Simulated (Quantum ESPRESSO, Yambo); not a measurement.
# MoS2 (P6_3/mmc): G0W0 in Yambo against the bands

How does the gap of MoS2 (P6_3/mmc) converge in the bands?

Program: Yambo 5.3.0. Level of theory: PBE and many-body steps on it, plane waves. Results are calculated unless marked as measured.

The database entry behind the starting cell differs from later determinations by our own check (about 0.3 % long), so it need not match the best structure at ambient conditions.

### 1. Set-up

Symmetry: P6_3/mmc, No. 194, hexagonal system. The conventional cell has a = 3.169 Å, b = 3.169 Å, c = 12.324 Å, α = 90.00°, β = 90.00°, γ = 120.00°. Nearest to Mo lie 6 S at 2.41 Å. Nearest to S lie 3 Mo at 2.41 Å. Farther neighbours and most contacts between anions are not listed.

As a file:

```cif
data_structure
_symmetry_space_group_name_H-M 'P 1'
_symmetry_Int_Tables_number 1
_cell_length_a 3.1690
_cell_length_b 3.1690
_cell_length_c 12.3240
_cell_angle_alpha 90.000
_cell_angle_beta 90.000
_cell_angle_gamma 120.000
_cell_volume 107.18
loop_
_atom_site_label
_atom_site_type_symbol
_atom_site_fract_x
_atom_site_fract_y
_atom_site_fract_z
_atom_site_occupancy
Mo1 Mo 0.33333 0.66667 0.25000 1
Mo2 Mo 0.66667 0.33333 0.75000 1
S3 S 0.33333 0.66667 0.62300 1
S4 S 0.66667 0.33333 0.12300 1
S5 S 0.33333 0.66667 0.87700 1
S6 S 0.66667 0.33333 0.37700 1
```

The cell and positions come from the Crystallography Open Database and are kept as given unless a step says otherwise.

### 2. 51 bands

This step: Yambo 5.3.0; G0W0 on PBE, plane waves, norm-conserving pseudopotentials.

G0W0 replaces the xc potential by the self-energy, built once from these orbitals. Only a window of levels is corrected, while the sums run over the empty bands that the input names.

gw1.in

```
HF_and_locXC
gw0
dyson
ppa
em1d
rim_cut
RandQpts= 1000000
RandGvec= 1 RL
EXXRLvcs= 72 Ry
VXCRLvcs= 288 Ry
Chimod= "HARTREE"
% BndsRnXp
 1 | 51 |
%
NGsBlkXp= 9 Ry
% LongDrXp
 1 | 1 | 1 |
%
% GbndRnge
 1 | 51 |
%
DysSolver= "n"
ExtendOut
PPAPntXp= 27.21138 eV
% QPkrange
 1 | 1 | 25 | 28 |
 9 | 9 | 25 | 28 |
 13 | 13 | 25 | 28 |
%
```

Command:

```sh
$ OMP_NUM_THREADS=2 mpirun -n 4 yambo -F gw1.in -J gw1 -C gw1 > gw1.log
```

The log of the run:

```text
 Yambo, version 5.3.0

 [02] CORE Variables Setup
 =========================

  [... cell, symmetries and grids as in the set-up ...]

  [02.05] Energies & Occupations
  ==============================

  [X] === General ===
  [X] Electronic Temperature                        :  0.000000  0.000000 [eV K]
  [X] Bosonic    Temperature                        :  0.000000  0.000000 [eV K]
  [X] Finite Temperature mode                       : no
  [X] El. density                                   :  0.48515E+24 [cm-3]
  [X] Fermi Level                                   :  10.99216 [eV]

  [X] === Gaps and Widths ===
  [X] Conduction Band Min                           :  0.888808 [eV]
  [X] Valence Band Max                              :  0.000000 [eV]
  [X] Filled Bands                                  :  26
  [X] Empty Bands                                   :    27   473
  [X] Direct Gap                                    :  1.653898 [eV]
  [X] Direct Gap localized at k                     :  13
  [X] Indirect Gap                                  :  0.888808 [eV]
  [X] Indirect Gap between kpts                     :   1   9
  [X] Last valence band width                       :  1.613810 [eV]
  [X] 1st conduction band width                     :  1.216218 [eV]

 [03] Transferred momenta grid and indexing
 ==========================================

 IBZ Q-points                                      :  14
 BZ  Q-points                                      :   72

 K/Q-points units:
 rlu = crystal or reduced units; cc = cartesian coordinates; iku = interal k-units

 Q [ 1]         [rlu]:  0.000000  0.000000  0.000000
 Q [ 2]         [rlu]:  0.000000  0.000000 -0.500000
 Q [ 3]         [rlu]: -0.39822E-17  0.16667       0.0000
 Q [ 4]         [rlu]: -0.39822E-17  0.16667     -0.50000
 Q [ 5]         [rlu]: -0.79644E-17  0.33333       0.0000
 Q [ 6]         [rlu]: -0.79644E-17  0.33333     -0.50000
 Q [ 7]         [rlu]:  0.11947E-16 -0.50000       0.0000
 Q [ 8]         [rlu]:  0.11947E-16 -0.50000     -0.50000
 Q [ 9]         [rlu]:  0.166667  0.166667  0.000000
 Q [10]         [rlu]:  0.166667  0.166667 -0.500000
 Q [11]         [rlu]:  0.166667  0.333333  0.000000
 Q [12]         [rlu]:  0.166667  0.333333 -0.500000
 Q [13]         [rlu]:  0.333333  0.333333  0.000000
 Q [14]         [rlu]:  0.333333  0.333333 -0.500000

 [04] Coloumb potential Random Integration (RIM)
 ===============================================

  [04.01] RIM initialization
  ==========================

  * Diagonal components only detected *

  8 x (sBL volume)        :  0.038104 [a.u.]
  sBZ random points       :  1000000
  Points outside the sBZ  :   7994252
  RL volume               :  0.342938 [a.u.]
  Integrated volume       :  0.343185 [a.u.]

  [04.02] RIM integrals
  =====================

  Gamma point sphere radius             :  0.061039 [a.u.]
  Points outside the sphere             :   799440
  [Int_sBZ(q=0) 1/q^2]*(Vol_sBZ)^(-1/3) =:  7.614149
                                 should be <:  7.795600

  Summary of Coulomb integrals for non-metallic bands |Q|[au] RIM/Bare

  Q [1] 0.100000E-4 0.976724 * Q [2] 0.134896 0.909773
  Q [3] 0.201919 1.106674 * Q [4] 0.242834 1.050517
  Q [9] 0.349734 1.035767 * Q [10] 0.374847 1.026735
  Q [5] 0.403838 1.026483 * Q [6] 0.425772 1.021260
  Q [11] 0.534227 1.015464 * Q [12] 0.550995 1.013641
  Q [7] 0.605757 1.012041 * Q [8] 0.620595 1.010959
  Q [13] 0.699467 1.009340 * Q [14] 0.712356 1.008709

 [WARNING] [Xp] User bands 1-51 break level degeneracy

 [05] Dipoles
 ============

  [05.01] Setup: observables and procedures
  =========================================

  [WARNING] [x,Vnl] slows the Dipoles computation. To neglect it rename the ns.kb_pp file

 [06] Dynamic Dielectric Matrix (PPA)
 ====================================

 [WR./gw1//ndb.pp]---------------------------------------------------------------
  Brillouin Zone Q/K grids (IBZ/BZ)                :   14   72   14   72
  RL vectors                                       :   9289 [WF]
  Coulomb cutoff potential                         : none
  Electronic Temperature                           :  0.000000 [K]
  Bosonic    Temperature                           :  0.000000 [K]
  PPA    diel. fun.  energies                      : Perdew, Burke & Ernzerhof(X)+Perdew, Burke & Ernzerhof(C)
  wavefunctions                                    : Perdew, Burke & Ernzerhof(X)+Perdew, Burke & Ernzerhof(C)
  Global Gauge                                     : length
  X matrix size                                    :   329
  X band range                                     :    1   51
  X e/h energy range                               : -1.000000 -1.000000 [eV]
  X Time ordering                                  : R
  X Hxc Kernel                                     : HARTREE
  X Drude frequency                                :  0.000000  0.000000
  X poles                                          :  100.0000 [o/o]
  RL vectors in the sum                            :   9289
  [r,Vnl] included                                 : yes
  Field direction                                  :  0.577350E-5  0.577350E-5  0.577350E-5
  BZ energy Double Grid                            : no
  BZ energy DbGd points                            : 0
  BZ Q point size factor                           : -1.000000
  X Optical Averaged directions                    : none

 [07] Local Exchange-Correlation + Non-Local Fock
 ================================================

 [VXC] Plane waves :   59645
 [EXS] Plane waves :   7461

 QP @ state[ 1 ] K range:  1  1
 QP @ state[ 1 ] b range:  25  28
 QP @ state[ 2 ] K range:   9   9
 QP @ state[ 2 ] b range:  25  28
 QP @ state[ 3 ] K range:  13  13
 QP @ state[ 3 ] b range:  25  28

 [xc] Functional : Perdew, Burke & Ernzerhof(X)+Perdew, Burke & Ernzerhof(C)
 [xc] LIBXC used to calculate xc functional
  PP Number of Atomic Species                      :  2
  NLCC RL compoments                               :   59645
  PP Number of Atomic Species                      :  2
  NLCC RL compoments                               :   59645

 [xc] E_xc :  -24.88331 [Ha]
      E_xc :  -49.76663 [Ry]

  Local XC kind (lXC) : Perdew, Burke & Ernzerhof(X)+Perdew, Burke & Ernzerhof(C)
  Non-Local XC kind (nlXC) : Hartree-Fock

  Corrections @ K [1] :  [eV]
 <25|nlXC|25> = -16.53592  0.81480E-17 <25|lXC|25> = -15.41329 -0.23602E-16
 <26|nlXC|26> = -16.96836 -0.62337E-18 <26|lXC|26> = -16.39175 -0.18882E-15
 <27|nlXC|27> = -11.21797  0.75091E-18 <27|lXC|27> = -15.68152  0.000000
 <28|nlXC|28> = -11.21809  0.18998E-18 <28|lXC|28> = -15.68152  0.000000

  Corrections @ K [9] :  [eV]
 <25|nlXC|25> = -17.37658  0.29490E-17 <25|lXC|25> = -16.02372 -0.11801E-15
 <26|nlXC|26> = -17.45280 -0.49819E-17 <26|lXC|26> = -16.15519  0.000000
[...]
Corrections @ K [13] :  [eV]
[...]
<26|nlXC|26> = -16.95866  0.11179E-16 <26|lXC|26> = -16.51729  0.14751E-17
 <27|nlXC|27> = -13.42782 -0.36231E-17 <27|lXC|27> = -17.61132  0.000000
 <28|nlXC|28> = -13.42782 -0.12641E-17 <28|lXC|28> = -17.61132 -0.15341E-15

 [08] Dyson equation: Newton solver
 ==================================

  [08.01] G0W0 (W PPA)
  ====================

  [  GW  ] Bands range     :    1   51
  [GW/PPA] G damping       :  0.100000 [eV]

  QP @ state[ 1 ] K range:  1  1
  QP @ state[ 1 ] b range:  25  28
  QP @ state[ 2 ] K range:   9   9
  QP @ state[ 2 ] b range:  25  28
  QP @ state[ 3 ] K range:  13  13
  QP @ state[ 3 ] b range:  25  28

   Sc/G bands                                       :    1   51
   Sc/G damping                                     :  0.100000 ev
   Sc bands terminator                              : no
   Sx RL components                                 :   7461

   QP @ state[ 1 ] K range                          :  1  1
   QP @ state[ 1 ] b range                          :  25  28
   QP @ state[ 2 ] K range                          :   9   9
   QP @ state[ 2 ] b range                          :  25  28
   QP @ state[ 3 ] K range                          :  13  13
   QP @ state[ 3 ] b range                          :  25  28
   GF energies kind                                 : Perdew, Burke & Ernzerhof(X)+Perdew, Burke & Ernzerhof(C)
   GF WF`s kind                                     : Perdew, Burke & Ernzerhof(X)+Perdew, Burke & Ernzerhof(C)
   Xs energies kind                                 : Perdew, Burke & Ernzerhof(X)+Perdew, Burke & Ernzerhof(C)
   Xs WF`s kind                                     : Perdew, Burke & Ernzerhof(X)+Perdew, Burke & Ernzerhof(C)

 [11] Game Over & Game summary
```

Wall time 82 s (4 MPI ranks of Arm Neoverse V2, shared host); peak memory 3.7 GiB.

This step gave:

```
G0W0 gap on the points computed              : 1.272 eV
starting gap on the mesh                     : 0.8888 eV
k of the valence top                         : 0, 0, 0
k of the conduction bottom                   : 0.1667, 0.1667, 0
least direct G0W0 gap on the computed points : 2.256 eV
Z at the valence top                         : 0.7805
Z at the conduction bottom                   : 0.7902
```

The gap on the mesh goes from 0.89 eV to 1.27 eV, a correction of +0.38 eV.

### 3. 81 bands

gw2.in, as its differences from gw1.in of step 2:

```diff
@@ -12,3 +12,3 @@
 % BndsRnXp
- 1 | 51 |
+ 1 | 81 |
 %
@@ -19,3 +19,3 @@
 % GbndRnge
- 1 | 51 |
+ 1 | 81 |
 %
```

Command:

```sh
$ OMP_NUM_THREADS=2 mpirun -n 4 yambo -F gw2.in -J gw2 -C gw2 > gw2.log
```

The log of the run:

```text
 Yambo, version 5.3.0

 [02] CORE Variables Setup
 =========================

  [... cell, symmetries and grids as in the set-up ...]

  [02.05] Energies & Occupations
  ==============================

  [X] === General ===
  [X] Electronic Temperature                        :  0.000000  0.000000 [eV K]
  [X] Bosonic    Temperature                        :  0.000000  0.000000 [eV K]
  [X] Finite Temperature mode                       : no
  [X] El. density                                   :  0.48515E+24 [cm-3]
  [X] Fermi Level                                   :  10.99216 [eV]

  [X] === Gaps and Widths ===
  [X] Conduction Band Min                           :  0.888808 [eV]
  [X] Valence Band Max                              :  0.000000 [eV]
  [X] Filled Bands                                  :  26
  [X] Empty Bands                                   :    27   473
  [X] Direct Gap                                    :  1.653898 [eV]
  [X] Direct Gap localized at k                     :  13
  [X] Indirect Gap                                  :  0.888808 [eV]
  [X] Indirect Gap between kpts                     :   1   9
  [X] Last valence band width                       :  1.613810 [eV]
  [X] 1st conduction band width                     :  1.216218 [eV]

 [03] Transferred momenta grid and indexing
 ==========================================

 IBZ Q-points                                      :  14
 BZ  Q-points                                      :   72

 K/Q-points units:
 rlu = crystal or reduced units; cc = cartesian coordinates; iku = interal k-units

 Q [ 1]         [rlu]:  0.000000  0.000000  0.000000
 Q [ 2]         [rlu]:  0.000000  0.000000 -0.500000
 Q [ 3]         [rlu]: -0.39822E-17  0.16667       0.0000
[...]
Local XC kind (lXC) : Perdew, Burke & Ernzerhof(X)+Perdew, Burke & Ernzerhof(C)
  Non-Local XC kind (nlXC) : Hartree-Fock

  Corrections @ K [1] :  [eV]
 <25|nlXC|25> = -16.53592  0.81480E-17 <25|lXC|25> = -15.41329 -0.23602E-16
 <26|nlXC|26> = -16.96836 -0.62337E-18 <26|lXC|26> = -16.39175 -0.18882E-15
 <27|nlXC|27> = -11.21797  0.75091E-18 <27|lXC|27> = -15.68152  0.000000
[...]
Corrections @ K [9] :  [eV]
[...]
Corrections @ K [13] :  [eV]
[...]
<27|nlXC|27> = -13.42782 -0.36231E-17 <27|lXC|27> = -17.61132  0.000000
 <28|nlXC|28> = -13.42782 -0.12641E-17 <28|lXC|28> = -17.61132 -0.15341E-15

 [08] Dyson equation: Newton solver
 ==================================

  [08.01] G0W0 (W PPA)
  ====================

  [  GW  ] Bands range     :    1   81
  [GW/PPA] G damping       :  0.100000 [eV]

  QP @ state[ 1 ] K range:  1  1
  QP @ state[ 1 ] b range:  25  28
  QP @ state[ 2 ] K range:   9   9
  QP @ state[ 2 ] b range:  25  28
  QP @ state[ 3 ] K range:  13  13
  QP @ state[ 3 ] b range:  25  28

   Sc/G bands                                       :    1   81
   Sc/G damping                                     :  0.100000 ev
   Sc bands terminator                              : no
   Sx RL components                                 :   7461

   QP @ state[ 1 ] K range                          :  1  1
   QP @ state[ 1 ] b range                          :  25  28
   QP @ state[ 2 ] K range                          :   9   9
   QP @ state[ 2 ] b range                          :  25  28
   QP @ state[ 3 ] K range                          :  13  13
   QP @ state[ 3 ] b range                          :  25  28
   GF energies kind                                 : Perdew, Burke & Ernzerhof(X)+Perdew, Burke & Ernzerhof(C)
   GF WF`s kind                                     : Perdew, Burke & Ernzerhof(X)+Perdew, Burke & Ernzerhof(C)
   Xs energies kind                                 : Perdew, Burke & Ernzerhof(X)+Perdew, Burke & Ernzerhof(C)
   Xs WF`s kind                                     : Perdew, Burke & Ernzerhof(X)+Perdew, Burke & Ernzerhof(C)

 [11] Game Over & Game summary
```

Wall time 2.5 min (4 MPI ranks); peak memory 3.7 GiB.

This step gave:

| Item | Value |
| --- | --- |
| G0W0 gap on the points computed | 1.246 eV |
| starting gap on the mesh | 0.8888 eV |
| k of the valence top | 0, 0, 0 |
| k of the conduction bottom | 0.1667, 0.1667, 0 |
| least direct G0W0 gap on the computed points | 2.262 eV |
| Z at the valence top | 0.7816 |
| Z at the conduction bottom | 0.7903 |

Against the run before, the gap moves by −0.026 eV.

### 4. 139 bands

gw3.in, as its differences from gw2.in of step 3:

```diff
@@ -12,3 +12,3 @@
 % BndsRnXp
- 1 | 81 |
+ 1 | 139 |
 %
@@ -19,3 +19,3 @@
 % GbndRnge
- 1 | 81 |
+ 1 | 139 |
 %
```

Command:

```sh
$ OMP_NUM_THREADS=2 mpirun -n 4 yambo -F gw3.in -J gw3 -C gw3 > gw3.log
```

The log of the run:

```text
 Yambo, version 5.3.0

 [02] CORE Variables Setup
 =========================

  [... cell, symmetries and grids as in the set-up ...]

  [02.05] Energies & Occupations
  ==============================

  [X] === General ===
  [X] Electronic Temperature                        :  0.000000  0.000000 [eV K]
  [X] Bosonic    Temperature                        :  0.000000  0.000000 [eV K]
  [X] Finite Temperature mode                       : no
  [X] El. density                                   :  0.48515E+24 [cm-3]
[...]
QP @ state[ 2 ] b range                          :  25  28
   QP @ state[ 3 ] K range                          :  13  13
   QP @ state[ 3 ] b range                          :  25  28
   GF energies kind                                 : Perdew, Burke & Ernzerhof(X)+Perdew, Burke & Ernzerhof(C)
   GF WF`s kind                                     : Perdew, Burke & Ernzerhof(X)+Perdew, Burke & Ernzerhof(C)
   Xs energies kind                                 : Perdew, Burke & Ernzerhof(X)+Perdew, Burke & Ernzerhof(C)
   Xs WF`s kind                                     : Perdew, Burke & Ernzerhof(X)+Perdew, Burke & Ernzerhof(C)

 [11] Game Over & Game summary
```

Wall time 4.5 min (4 MPI ranks); peak memory 3.7 GiB; 32 min of CPU time.

This step gave:

```
G0W0 gap on the points computed              : 1.240 eV
starting gap on the mesh                     : 0.8888 eV
k of the valence top                         : 0, 0, 0
k of the conduction bottom                   : 0.1667, 0.1667, 0
least direct G0W0 gap on the computed points : 2.233 eV
```

Against the run before, the gap moves by −0.006 eV.

(Continued in part 2 of 2.)

[Paths, hosts, dates, memory and timing lines, banners, echoed tables and standing remarks are left out of the program output.]

[Logs are printed without paths, hosts, clocks, repeated set-up lines and the standing remarks that a program may print on its own settings, such as how far it seeks lower states.]

[Runs of the session that timed out or met a known fault of the program may be left out.]

[Hosts, paths, dates, database ids (printed as entryN), source tags and the programs' standing remarks are cut or masked in the printed files.]
